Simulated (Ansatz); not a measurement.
# Direct or indirect: CdS (P6_3mc)

```yaml
crystal:
  lattice:
    - [4.15000, 0.00000, 0.00000]
    - [-2.07500, 3.59401, 0.00000]
    - [0.00000, 0.00000, 6.73700]
  atoms:
    - { symbol: Cd, position: [0.66667, 0.33333, 0.50000] }
    - { symbol: Cd, position: [0.33333, 0.66667, 0.00000] }
    - { symbol: S, position: [0.66667, 0.33333, 0.87500] }
    - { symbol: S, position: [0.33333, 0.66667, 0.37500] }
```

Method: Ansatz, PBE, independent particles, without spin-orbit coupling, line width 0.1 eV (Gaussian). The band structure gives a fundamental gap of 1.20 eV. The spectrum of vertical transitions near the edge:

| E (eV) | Im ε, E ∥ xy | Im ε, E ∥ z |
| --- | --- | --- |
| 0.72 | 0.00 | 0.00 |
| 0.84 | 0.00 | 0.00 |
| 0.96 | 0.00 | 0.00 |
| 1.08 | 0.02 | 0.01 |
| 1.20 | 0.29 | 0.15 |
| 1.32 | 0.77 | 0.65 |
| 1.44 | 1.05 | 1.03 |
| 1.56 | 1.20 | 1.23 |
| 1.68 | 1.30 | 1.36 |
| 1.80 | 1.37 | 1.45 |
| 1.92 | 1.43 | 1.52 |
| 2.04 | 1.47 | 1.58 |
| 2.16 | 1.51 | 1.64 |
| 2.28 | 1.55 | 1.69 |
| 2.40 | 1.59 | 1.74 |
| 2.52 | 1.63 | 1.78 |

Q: Is the gap direct or indirect, and about where do vertical transitions set in?

A: Direct: the band path has its least direct gap at the fundamental one, 1.20 eV, and the curves rise from there. Lines are broadened by 0.1 eV, which spreads the edge.

[Logs are printed without paths, hosts, clocks, repeated set-up lines and the standing remarks that a program may print on its own settings, such as how far it seeks lower states.]
